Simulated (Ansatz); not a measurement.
## How the geometry moves the gap of Selenium (P3_121, 3 atoms a cell)

Aim: gaps of Selenium (P3_121, 3 atoms a cell) at the database cell and after a full relaxation.

Main program and level: Ansatz 0.2.0; PBE, HSE06 and G0W0, plane waves, PAW.

**The experiments to reproduce.**

- Gap 1.68 eV: quasiparticle gap from dI/dV; STS; 78 K; film (ultrathin trigonal Se film on Te film) (“Selenium / Tellurium Two-Dimensional Structures: from Isovalent Se Dopants in Te to Atomically Thin Se Films”, 2023, arxiv:2307.02723).

- Gap 1.95 ± 0.04 eV: optical gap from Tauc plot, consistent with EQE derivative; UV-vis absorption; film (evaporated film annealed at 200 C for 2 min) (“Ultrathin high band gap solar cells with improved efficiencies from the world’s oldest photovoltaic material”, 2017, pmc:5613033).

**1. Starting point**

It takes space group P3_121 (No. 152, trigonal). The conventional cell has a = 4.366 Å, b = 4.366 Å, c = 4.954 Å, α = 90.00°, β = 90.00°, γ = 120.00°. Se has 2 Se at 2.37 Å nearest.

The cell and positions come from the Crystallography Open Database and are kept as given unless a step says otherwise.

**2. PBE bands at the given cell**

The cheap functional maps the bands first; the places of the edges decide which points the dearer methods must see.

This step: DFT, PBE, plane waves, PAW; PAW set soft_1.

File input.yaml:

```yaml
crystal:
  lattice:
    - [4.3662, 0.0, 0.0]
    - [-2.1831, 3.781240118, 0.0]
    - [0.0, 0.0, 4.9536]
  atoms:
    - { symbol: Se, position: [0.2254, 0.0, 0.3333333333] }
    - { symbol: Se, position: [0.0, 0.2254, 0.6666666667] }
    - { symbol: Se, position: [0.7746, 0.7746, 0.0] }
kpoints:
  mp_grid: { grid: [6, 6, 6] }
  band_path:
    path:
      - [[0.0, 0.0, 0.0], [0.5, 0.0, 0.0], [0.33333333, 0.33333333, 0.0], [0.0, 0.0, 0.0], [0.0, 0.0, 0.5], [0.5, 0.0, 0.5], [0.33333333, 0.33333333, 0.5], [0.0, 0.0, 0.5]]
      - [[0.5, 0.0, 0.5], [0.5, 0.0, 0.0]]
      - [[0.33333333, 0.33333333, 0.5], [0.33333333, 0.33333333, 0.0]]
    npoints: 10
hamiltonian:
  xc: pbe
  pseudopotentials: { kind: paw, azcp: { folder: soft_1 } }
scf:
  occupations: { method: fermi_dirac, width: 0.02 }
  n_extra_bands: 5
output:
  eigenvalues: true
  forces: true
  stress: true
  write_density: true
  write_potential: true
  elf: true
  volumetric_format: npy
```

Command:

```bash
ansatz run input.yaml --threads 3 --pin off --max-ram 92160MiB --backend cuda --events-out ev --progress --plain --runs-dir out --devices 1 --max-vram 13GiB
```

Numbers of over 12 decimals in the logs are rounded to 6 here.

The log of the run:

```text
scf.n_extra_bands = 5 over 24 filled bands (N_el = 48.0): the run solves 29 bands
GPUs: using 1 of 1 available (devices: 1).
Engine: ansatz 0.2.0, x86_64-unknown-linux-gnu
Pseudopotentials: kind: paw
Pseudopotential: Se, paw, valence charge 16, recommended cutoff 420 eV (normal), soft_1/Se.paw.azcp
Functional definition: PBE
  parameter kappa = 0.804
  parameter beta = 0.066725
  exchange = pbe_x(kappa = kappa, mu = beta*pi^2/3)
  correlation = pbe_c(beta = beta)
device memory: the entry about to start is reckoned to put 2.0 GiB on a device that reports 37.0 GiB free (of which the cap on the GPU budget leaves the run 13.0 GiB)
GPU FFT provider: cuFFT
GPU libraries: cuBLAS 13.8.2, cuFFT 12.4.0, cuSOLVER 12.3.4
Crystal: 3 atoms, lattice volume = 81.782 Å³
Basis set: ecut = 420 eV, 1583 PW (Γ), exchange–correlation on 60×60×72 points (8 copies of the dense FFT grid, shifted against one another)
Bands: 29, of which v1, the nominal top of the filled ones, is band 24 counted from 1 (23 counted from 0)
Symmetry: 6 space group operations
Space group: P3121 (ITA 152), of the structure as read, at distance tolerance 4.3e-5 Å
k-points: 34 of 216 (time reversal used)
Non-local potential: Se, projectors of the file, l = 0: 2, l = 1: 2, l = 2: 3, l = 3: 1
PAW form: soft (Blöchl's): semilocal exchange-correlation on the pseudo side does not see the compensation charge
PAW one-centre angular grid: Se, 590 points (default); XC on 64 Gauss nodes
Initial density: superposition of atomic densities (chi_scale 0.1, normalization cell)
Initial wavefunctions: pseudopotential atomic-orbital guess
GPU buffer pool allocated for 32400 grid points (all kernels)
GPU transforms: local potential and band sums: pruned to the plane-wave sphere, on 30×30×36
Functional: x = pbe(κ = 0.804, μ = 0.219515), c = pbe(β = 0.066725)
SCF iter   1: F=—  HF=-16407.299481 eV  |F-HF|=—  |Δ(HF+E_count)|=         —  Δρ=2.79e-2  dr2=3.91e-1  ethr=3.10e-3  ⟨swp⟩=6.4  Hψ=4056  notcnv=0
preconditioner: auto → Resta (q_TF=auto, 2.496 Å⁻¹)  ε∞=3.8  [insulator: Δε(μ)=1.127 eV  Ē_g=10.458 eV  σ=0.020 eV  W_gap=1.00  n_scr=20 (ndim 8)  ℏωp=17.4 eV  f_vac=0.063  D(μ)=0.00/eV (n_scr^D=0)  ε∞_Penn≈3.8]
SCF iter   2: F=—  HF=-16407.242950 eV  |F-HF|=—  |Δ(HF+E_count)|=   5.65e-2  Δρ=1.54e-2  dr2=1.23e-1  ethr=8.15e-4  ⟨swp⟩=2.0  Hψ=1405  notcnv=0  defer=14
SCF iter   3: F=—  HF=-16407.227597 eV  |F-HF|=—  |Δ(HF+E_count)|=   1.54e-2  Δρ=1.56e-3  dr2=1.71e-3  ethr=2.55e-4  ⟨swp⟩=2.3  Hψ=1303  notcnv=0  defer=17
SCF iter   4: F=—  HF=-16407.228540 eV  |F-HF|=—  |Δ(HF+E_count)|=   9.43e-4  Δρ=6.19e-4  dr2=2.27e-4  ethr=3.56e-6  ⟨swp⟩=2.0  Hψ=1938  notcnv=0  defer=17
SCF iter   5: F=—  HF=-16407.228689 eV  |F-HF|=—  |Δ(HF+E_count)|=   1.49e-4  Δρ=2.12e-4  dr2=4.02e-5  ethr=4.72e-7  ⟨swp⟩=2.0  Hψ=1854  notcnv=0  defer=17
SCF iter   6: F=—  HF=-16407.228764 eV  |F-HF|=—  |Δ(HF+E_count)|=   7.49e-5  Δρ=5.62e-5  dr2=2.51e-6  ethr=8.37e-8  ⟨swp⟩=2.0  Hψ=1275  notcnv=0  defer=17
SCF iter   7: F=-16407.228769 eV  HF=-16407.228769 eV  |F-HF|=8.96e-8  |Δ(HF+E_count)|=   5.49e-6  Δρ=1.15e-5  dr2=7.70e-8  ethr=2.08e-10  ⟨swp⟩=12.1  Hψ=8823  notcnv=0
SCF 1 converged in 7 iterations: F = -16407.228769 eV  dr2 = 7.70e-8
[...]
device memory: the entry about to start is reckoned to put 2.8 GiB on a device that reports 37.0 GiB free (of which the cap on the GPU budget leaves the run 13.0 GiB)
NSCF: frozen V_eff on 93 k-points, pencils in batches of 32, up to order 128
SCF converged after 7 iterations
Free energy (F): -16407.228769 eV
Harris-Foulkes:  -16407.228769 eV  (|F-HF|=8.96e-8)
Internal energy: -16407.228769 eV  (E = F + TS)
E sigma→0 (E₀):  -16407.228769 eV
Fermi energy:    7.042513 eV
--- Per-component energies (eV) ---
  E_band       = -1244.112438
  E_kinetic    = 329.271401
  E_local      = -8421.293026  (includes V_loc(G=0)·N_el)
  E_nonlocal   = -1060.724046
  E_hartree    = 4372.027495
  E_xc         = -253.942025
  E_vxc        = -269.210849  (∫ρ·V_xc dr)
  E_paw        = -6390.992800  (= ΣΔE_a)
  E_vpaw       = -566.211235  (= ΣTr[D̂ρ^β])
  E_aug_tail   = -0.001113  (compensation charges beyond the density's cutoff)
  E_ewald      = -4981.574654
  E_smearing   = -0.000000  (= −TS)
  E_closure    = 0.000000  (closes the sum)
  Σ components = -16407.228769   (vs F -16407.228769, Δ=0.00e0)
--- Forces (eV/Å), atoms counted from 1 ---
  atom   1  Se     0.40037394    -0.00000000     0.00000000
  atom   2  Se    -0.20018697     0.34673400    -0.00000000
  atom   3  Se    -0.20018697    -0.34673400    -0.00000000
  max |Σ_I F_I| component: 1.39e-16 eV/Å
--- Stress (GPa, compression-positive) ---
        2.193178       0.000000      -0.000000
        0.000000       2.193178       0.000000
       -0.000000       0.000000       3.942512
  P = ⅓ Tr σ = 2.7763 GPa (27.763 kbar)
--- Band table (eV; the first three rows and the last of 34) ---
  k-point 0: bands = [... 20 lower, 2.7573, 4.4706, 4.4706, 6.1041, 8.4023, 8.4023, 8.6786, 12.6861, ... 1 higher]
  k-point 1: bands = [... 20 lower, 2.9264, 4.4884, 4.7325, 5.9002, 8.1793, 8.1964, 8.4302, 13.3239, ... 1 higher]
  k-point 2: bands = [... 20 lower, 3.0892, 4.6725, 5.1613, 5.4261, 7.8001, 7.9124, 8.0043, 13.0129, ... 1 higher]
  k-point 33: bands = [... 20 lower, 1.5635, 5.5290, 6.2983, 6.2983, 7.5496, 9.2293, 9.2293, 13.1806, ... 1 higher]
```

Run time: 7.8 s. Hardware: 1 × NVIDIA H100 80GB HBM3 (shared by 6 runs) with 3 threads of AMD EPYC 7R13 (Zen 3), shared host; peak memory 0.97 GiB.

Numbers from this step:

```yaml
pressure: 2.776 GPa
filled_bands: 24
gap: 1.022 eV
valence_top_at: L
conduction_bottom_at: H
least_direct_gap: 1.211 eV
```

The gap is indirect, with the least direct gap 0.19 eV higher.

**3. Relaxing cell and ions**

A relaxation at this level of theory: leftover forces would pass straight into the levels.

This step: DFT, PBE-D3(BJ), plane waves, PAW; PAW set soft_1.

File input.yaml:

```yaml
crystal:
  lattice:
    - [4.3662, 0.0, 0.0]
    - [-2.1831, 3.781240118, 0.0]
    - [0.0, 0.0, 4.9536]
  atoms:
    - { symbol: Se, position: [0.2254, 0.0, 0.3333333333] }
    - { symbol: Se, position: [0.0, 0.2254, 0.6666666667] }
    - { symbol: Se, position: [0.7746, 0.7746, 0.0] }
kpoints:
  mp_grid: { grid: [6, 6, 4] }
hamiltonian:
  xc: pbe
  dispersion: d3bj
  pseudopotentials: { kind: paw, azcp: { folder: soft_1 } }
scf:
  occupations: { method: fermi_dirac, width: 0.02 }
relax:
  f_tol: 0.01
  max_steps: 60
  cell: {}
```

The log of the run:

```text
GPUs: using 1 of 1 available (devices: 1).
[...]
GPU FFT provider: cuFFT
GPU libraries: cuBLAS 13.8.2, cuFFT 12.4.0, cuSOLVER 12.3.4
Crystal: 3 atoms, lattice volume = 81.782 Å³
Basis set: ecut = 420 eV, 1583 PW (Γ), exchange–correlation on 60×60×72 points (8 copies of the dense FFT grid, shifted against one another)
Bands: 29, of which v1, the nominal top of the filled ones, is band 24 counted from 1 (23 counted from 0)
Symmetry: 6 space group operations
[...]
k-points: 24 of 144 (time reversal used)
[...]
GPU buffer pool allocated for 32400 grid points (all kernels)
[...]
SCF iter   1: F=—  HF=-16408.244718 eV  |F-HF|=—  |Δ(HF+E_count)|=         —  Δρ=2.79e-2  dr2=3.92e-1  ethr=3.10e-3  ⟨swp⟩=6.5  Hψ=2807  notcnv=0
[...]
SCF iter   7: F=-16408.174157 eV  HF=-16408.174157 eV  |F-HF|=9.26e-8  |Δ(HF+E_count)|=   5.49e-6  Δρ=1.17e-5  dr2=8.04e-8  ethr=2.08e-10  ⟨swp⟩=3.1  Hψ=3226  notcnv=0
SCF 1 converged in 7 iterations: F = -16408.174157 eV  dr2 = 8.04e-8
[...]
relax step   1: F+E_penalty+E_count = -16408.17415723 eV  Δ(F+E_penalty+E_count) = +0.000e0 eV  max|allowed force component| = 4.164e-1 eV/Å  Δτ_max = 0.0000 Å  P = +0.727 GPa  Ω = 81.782 Å³  (7 SCF iters, dr2 threshold 1.00e-7 eV, accepted)
[...]
relax step   2: F+E_penalty+E_count = -16408.22057659 eV  Δ(F+E_penalty+E_count) = -4.642e-2 eV  max|allowed force component| = 1.699e-1 eV/Å  Δτ_max = 0.0518 Å  P = +0.573 GPa  Ω = 77.167 Å³  energy of the carried Pulay correction = +4.497e-4 eV  (6 SCF iters, dr2 threshold 3.00e-7 eV, accepted)
[...]
relax step   4: F+E_penalty+E_count = -16408.24704250 eV  Δ(F+E_penalty+E_count) = -3.821e-4 eV  max|allowed force component| = 2.930e-2 eV/Å  Δτ_max = 0.0002 Å  P = -0.304 GPa  Ω = 74.035 Å³  energy of the carried Pulay correction = +7.701e-4 eV  (5 SCF iters, dr2 threshold 3.00e-7 eV, accepted)
[...]
relax step   6: F+E_penalty+E_count = -16408.24683349 eV  Δ(F+E_penalty+E_count) = +5.961e-4 eV  max|allowed force component| = 4.721e-3 eV/Å  Δτ_max = 0.0000 Å  P = +0.003 GPa  Ω = 73.493 Å³  stress off target by 4.46e-3 GPa  SCF on the basis re-selected at this cell (its energy is not comparable with the rows above)  (6 SCF iters)
basis re-selected at this cell: Δ(F+E_penalty+E_count) = +5.961e-4 eV, ΔP = -0.004 GPa vs the last step (what re-selecting the basis moved, of the pressure what is left beyond the Pulay correction that the steps carried, after the strain that the cell walked since its last selection, with what the two solves' SCF thresholds leave and, on support functions, any second-order correction that the steps lacked; it is no m [...]
SCF converged after 6 iterations
Free energy (F): -16408.246833 eV
[...]
Internal energy: -16408.246833 eV  (E = F + TS)
E sigma→0 (E₀):  -16408.246833 eV
Entropy (-TS):   -0.000000 eV (-0.000 meV/atom)
Fermi energy:    8.222825 eV
[...]
--- Forces (eV/Å), atoms counted from 1 ---
  atom   1  Se    -0.00472140     0.00000000    -0.00000000
  atom   2  Se     0.00236070    -0.00408885     0.00000000
  atom   3  Se     0.00236070     0.00408885     0.00000000
  max |Σ_I F_I| component: 1.39e-17 eV/Å
--- Stress (GPa, compression-positive) ---
        0.004456       0.000000       0.000000
        0.000000       0.004456       0.000000
        0.000000       0.000000       0.000546
  P = ⅓ Tr σ = 0.0032 GPa (0.032 kbar)
--- Band table (eV; the first three rows and the last of 24) ---
  k-point 0: bands = [... 20 lower, 4.5121, 6.0935, 6.0935, 7.4310, 9.4295, 9.4295, 10.0129, 14.3874, ... 1 higher]
  k-point 1: bands = [... 20 lower, 4.9443, 6.1403, 6.3727, 7.1989, 9.0791, 9.1223, 9.4738, 14.1554, ... 1 higher]
  k-point 2: bands = [... 20 lower, 4.8606, 6.5860, 6.6145, 6.6145, 8.9020, 8.9192, 8.9192, 13.6714, ... 1 higher]
  k-point 23: bands = [... 20 lower, 2.5145, 6.8187, 7.9473, 7.9473, 8.4838, 10.1920, 10.1920, 15.1421, ... 1 higher]
--- Relaxed structure (5 steps of the walk, 5 accepted, 1 SCFs on fresh bases) ---
  F+E_penalty+E_count = -16408.24683349 eV   max|allowed force component| = 4.721e-3 eV/Å   (the final SCF, on the basis selected at the relaxed cell)
  cell:  # Å, volume = 73.4935 Å³
    - [4.068262, 0, -1.8552001198295336e-17]
    - [-2.034131, 3.523218, 9.27600059914767e-18]
    - [-2.1047866138958315e-17, 0, 5.127437]
  atoms:
    - { symbol: Se, position: [0.247309, 0, 0.333333] }
    - { symbol: Se, position: [3.12046922523974e-17, 0.247309, 0.666667] }
    - { symbol: Se, position: [0.752691, 0.752691, -1.237823149546272e-18] }
```

Elapsed: 13 s, on 1 × NVIDIA H100 80GB HBM3 (shared by 6 runs) with 3 threads; peak memory 0.97 GiB.

The steps of the relaxation:

```tsv
step	energy less that of the first step (eV)	largest force component (eV/Å)	pressure (GPa)	volume (Å³)
1	0.0000	0.4164	0.73	81.78
2	-0.0464	0.1699	0.57	77.17
3	-0.0725	0.0207	0.28	73.58
4	-0.0729	0.0293	-0.30	74.03
5	-0.0733	0.0050	0.01	73.49
6*	-0.0727	0.0047	0.00	73.49
```

Relaxation steps marked * repeat the geometry before them on a plane-wave basis chosen anew for their cell, so energy and pressure can jump there.

Forces are held to the 6 operations that the run works with; a distortion that breaks them can't arise in this run.

```tsv
conventional cell, symmetrised	before	after	change
a (Å)	4.366	4.068	-6.8 %
b (Å)	4.366	4.068	-6.8 %
c (Å)	4.954	5.127	+3.5 %
volume (Å³/atom)	27.26	24.50	-10.1 %
```

The atoms that moved most (Å, as changes of fractional coordinates times the final cell):

```tsv
atom	dx	dy	dz	length
Se1	0.089	0.000	0.000	0.089
Se2	-0.045	0.077	0.000	0.089
Se3	-0.045	-0.077	0.000	0.089
```

The relaxed structure:

```xyz
3
Lattice="4.0683 0.0000 0.0000 -2.0341 3.5232 0.0000 0.0000 0.0000 5.1274" Properties=species:S:1:pos:R:3 pbc="T T T"
Se    1.0061    0.0000    1.7091
Se   -0.5031    0.8713    3.4183
Se    1.5311    2.6519    0.0000
```

**4. PBE at the relaxed cell**

This step: DFT, PBE, plane waves, PAW; PAW set soft_1.

File input.yaml:

```yaml
crystal:
  lattice:
    - [4.0682621775, 0.0, 0.0]
    - [-2.0341310888, 3.523218395, 0.0]
    - [0.0, 0.0, 5.1274373202]
  atoms:
    - { symbol: Se, position: [0.2473091893, 0.0, 0.3333333333] }
    - { symbol: Se, position: [0.0, 0.2473091893, 0.6666666667] }
    - { symbol: Se, position: [0.7526908107, 0.7526908107, 0.0] }
kpoints:
  mp_grid: { grid: [6, 6, 4] }
  band_path:
    path:
      - [[0.0, 0.0, 0.0], [0.5, 0.0, 0.0], [0.33333333, 0.33333333, 0.0], [0.0, 0.0, 0.0], [0.0, 0.0, 0.5], [0.5, 0.0, 0.5], [0.33333333, 0.33333333, 0.5], [0.0, 0.0, 0.5]]
      - [[0.5, 0.0, 0.5], [0.5, 0.0, 0.0]]
      - [[0.33333333, 0.33333333, 0.5], [0.33333333, 0.33333333, 0.0]]
    npoints: 10
hamiltonian:
  xc: pbe
  pseudopotentials: { kind: paw, azcp: { folder: soft_1 } }
scf:
  occupations: { method: fermi_dirac, width: 0.02 }
  n_extra_bands: 5
output:
  eigenvalues: true
  forces: true
  stress: true
  write_density: true
  write_potential: true
  elf: true
  volumetric_format: npy
```

The log of the run:

```text
[...]
GPUs: using 1 of 1 available (devices: 1).
[...]
GPU FFT provider: cuFFT
GPU libraries: cuBLAS 13.8.2, cuFFT 12.4.0, cuSOLVER 12.3.4
Crystal: 3 atoms, lattice volume = 73.493 Å³
Basis set: ecut = 420 eV, 1421 PW (Γ), exchange–correlation on 60×60×72 points (8 copies of the dense FFT grid, shifted against one another)
[...]
k-point 0: bands = [... 20 lower, 4.5121, 6.0935, 6.0935, 7.4309, 9.4295, 9.4295, 10.0128, 14.3872, ... 1 higher]
  k-point 1: bands = [... 20 lower, 4.9443, 6.1402, 6.3727, 7.1989, 9.0790, 9.1223, 9.4737, 14.1553, ... 1 higher]
  k-point 2: bands = [... 20 lower, 4.8605, 6.5859, 6.6145, 6.6145, 8.9019, 8.9192, 8.9192, 13.6713, ... 1 higher]
  k-point 23: bands = [... 20 lower, 2.5144, 6.8186, 7.9472, 7.9472, 8.4838, 10.1920, 10.1920, 15.1419, ... 1 higher]
[key lines of the parts left out:]
SCF converged after 7 iterations
Free energy (F): -16407.178081 eV
Fermi energy:    8.222763 eV
P = ⅓ Tr σ = 2.4846 GPa (24.846 kbar)
```

The job ended after 7.7 s (1 × NVIDIA H100 80GB HBM3 (shared by 6 runs) with 3 threads; peak memory 0.94 GiB).

Numbers from this step:

```yaml
pressure: 2.485 GPa
gap: 0.4741 eV
valence_top_at: k = (0.367, 0.267, 0.500)
conduction_bottom_at: H
least_direct_gap: 0.5365 eV
```

The gap is indirect, with the least direct gap 0.06 eV higher.

**5. HSE06 at the relaxed cell**

The screened hybrid is the usual rung above semilocal functionals: a quarter of exact exchange, cut off beyond a few ångström.

This step: DFT, HSE06, plane waves, PAW; PAW set soft_1.

File input.yaml:

```yaml
crystal:
  lattice:
    - [4.0682621775, 0.0, 0.0]
    - [-2.0341310888, 3.523218395, 0.0]
    - [0.0, 0.0, 5.1274373202]
  atoms:
    - { symbol: Se, position: [0.2473091893, 0.0, 0.3333333333] }
    - { symbol: Se, position: [0.0, 0.2473091893, 0.6666666667] }
    - { symbol: Se, position: [0.7526908107, 0.7526908107, 0.0] }
kpoints:
  mp_grid: { grid: [6, 6, 4] }
  band_path:
    path:
      - [0.0, 0.0, 0.0]
      - [0.5, 0.0, 0.0]
      - [0.33333333, 0.33333333, 0.0]
      - [0.0, 0.0, 0.5]
      - [0.5, 0.0, 0.5]
      - [0.33333333, 0.33333333, 0.5]
      - [0.349999997, 0.299999997, 0.5]
      - [0.366666664, 0.266666664, 0.5]
    npoints: 1
hamiltonian:
  xc: hse06
  pseudopotentials: { kind: paw, azcp: { folder: soft_1 } }
scf:
  occupations: { method: fixed }
  n_extra_bands: 5
output:
  eigenvalues: true
```

The log of the run:

```text
[...]
GPUs: using 1 of 1 available (devices: 1).
[...]
davidson cushion auto → on  (no smearing: the cushion is to keep the highest requested band from converging to the state above it; pin scf.eigensolver.cushion to override)
[...]
GPU FFT provider: cuFFT
GPU libraries: cuBLAS 13.8.2, cuFFT 12.4.0, cuSOLVER 12.3.4
Crystal: 3 atoms, lattice volume = 73.493 Å³
Basis set: ecut = 420 eV, 1421 PW (Γ)
[...]
Fermi energy:    7.502103 eV
[...]
--- Band table (eV; the first three rows and the last of 24) ---
  k-point 0: bands = [... 20 lower, 3.8733, 5.3681, 5.3681, 6.8190, 9.7358, 9.7358, 10.3671, 14.7468, ... 1 higher]
  k-point 1: bands = [... 20 lower, 4.3088, 5.4388, 5.6524, 6.5620, 9.3343, 9.3678, 9.7802, 14.5315, ... 1 higher]
  k-point 2: bands = [... 20 lower, 4.1774, 5.8720, 5.9478, 5.9478, 9.1077, 9.1645, 9.1645, 14.0211, ... 1 higher]
  k-point 23: bands = [... 20 lower, 1.5116, 6.2130, 7.5021, 7.5021, 8.7022, 10.5362, 10.5362, 15.5598, ... 1 higher]
[key lines of the parts left out:]
Free energy (F): -16411.271859 eV
```

It took 51 s on 1 × NVIDIA H100 80GB HBM3 (shared by 6 runs) with 3 threads; peak memory 1.4 GiB; 55 s of CPU time.

This step gave:

```yaml
gap: 1.120 eV
valence_top_at: v'
conduction_bottom_at: H
least_direct_gap: 1.200 eV
```

The gap stands +0.65 eV against PBE.

(Continued in part 2 of 2.)

[Paths, hosts, dates, memory and timing lines, banners, echoed tables and standing remarks are left out of the program output.]

[Logs are printed without paths, hosts, clocks, repeated set-up lines and the standing remarks that a program may print on its own settings, such as how far it seeks lower states.]

[Runs of the session that timed out or met a known fault of the program may be left out.]

[Cells called generated may have been cut or substituted from an entry of the Crystallography Open Database or the Materials Project.]

[Hosts, paths, dates, database ids (printed as entryN), source tags and the programs' standing remarks are cut or masked in the printed files.]
